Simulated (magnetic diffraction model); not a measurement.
**Magnetic neutron pattern of Ce₂Sb₅Ir₆Pb**

Space group Pmmn (no. 59, origin choice 1), a = 4.3790 Å, b = 13.2970 Å, c = 9.7960 Å.

```csv
site,atom,x,y,z
2a,Pb,1/2,1/2,0.7612
2b,Ir,0,1/2,0.4785
4e,Ir,1/2,0.1815,0.3983
2b,Ir,0,1/2,0.0158
4e,Ir,1/2,0.3354,0.0109
4e,Ce,1/2,0.1815,0.7512
2a,Sb,1/2,1/2,0.1697
4e,Sb,1/2,0.1640,0.1398
4e,Sb,1/2,0.3710,0.4768
```

The compound is invented for this exercise: a known structure type with other elements, its cell scaled to their sizes and not relaxed.

Only Ce is taken to order (form factors of Ce3+); orders and moment sizes are assumed, and not adapted to the symmetry. Radiation: neutrons of λ = 1.909 Å (absorption by Ir left out), 8° to 40°; isotropic B of 0.28 Å² (Pb), 0.33 Å² (Ir), 0.27 Å² (Ce) and 0.36 Å² (Sb). The intensities are simulated: I ∝ L Σ (|F_N|² + |F_M⊥|²) for unpolarised neutrons, with F_M = 2.695 fm/μB × Σ f(s) S exp(2πi Q·r) exp(−B s²) at Q = H ± k (one set where k and −k are equivalent), only the part normal to Q counting and L = 1/(sin²θ cos θ). For collinear order S is the moment m, which repeats by lattice and centring translations R with the sign exp(−2πi k·R). Form factors are spin-only for 3d ions and dipole or tabulated for f ions, scattering lengths are Sears's of 1992, and absorption is left out. A label names one of the reflections at its angle. The strongest nuclear line in the range is 100, and lines under 0.2 are left out.

Assume the order k = (1/2 1/2 1/2), collinear moments along [100], 1.2 μB on Ce; signs + at (1/2, 0.1815, 0.7512), + at (1/2, 0.8185, 0.7512), + at (0, 0.6815, 0.2488), + at (0, 0.3185, 0.2488).

Predict the pattern, nuclear and magnetic parts apart.

```
2θ (°)           index  nuclear  magnetic
 11.18         (0 0 1)      4.6       0.0
 13.90         (0 1 1)     14.8       0.0
 14.32   (1/2 1/2 1/2)      0.0       2.0
 18.50   (1/2 3/2 1/2)      0.0       2.6
 19.98         (0 2 1)      0.5       0.0
 21.42   (1/2 1/2 3/2)      0.0       2.4
 22.48         (0 0 2)    100.0       0.0
 23.97         (0 1 2)      3.5       0.0
 24.45   (1/2 3/2 3/2)      0.0       2.0
 24.89   (1/2 5/2 1/2)      0.0       1.9
 26.53         (1 1 0)      4.9       0.0
 27.34         (0 3 1)      5.2       0.0
 27.63         (1 0 1)      6.6       0.0
 28.87         (1 1 1)     20.6       0.0
 29.64   (1/2 5/2 3/2)      0.0       1.5
 31.24   (1/2 1/2 5/2)      0.0       1.3
 32.30   (1/2 7/2 1/2)      0.0       1.3
 32.35         (1 2 1)     31.7       0.0
 33.37         (0 4 0)      0.3       0.0
 33.45   (1/2 3/2 5/2)      0.0       1.2
 33.77         (0 3 2)      3.3       0.0
 34.00         (1 0 2)      2.5       0.0
 35.03         (0 1 3)      3.0       0.0
 35.04         (1 1 2)     21.7       0.0
 35.69         (1 3 0)      1.7       0.0
 36.17  (1/2 7/2 -3/2)      0.0       1.0
 37.51         (1 3 1)     44.4       0.0
 37.52   (1/2 5/2 5/2)      0.0       0.9
 38.01         (0 2 3)     16.9       0.0
 38.02         (1 2 2)     15.3       0.0
```

The strongest magnetic line in the range is (1/2 3/2 1/2) at 18.50° (2.6). On top of the Lorentz factor, which all lines share, magnetic lines fade with angle because f falls: for Ce3+ it is 0.96, 0.86, 0.71 and 0.43 at sin θ/λ = 0.1, 0.2, 0.3 and 0.5 Å⁻¹, while nuclear lengths stay constant. The order has no net moment.

[Logs are printed without paths, hosts, clocks, repeated set-up lines and the standing remarks that a program may print on its own settings, such as how far it seeks lower states.]
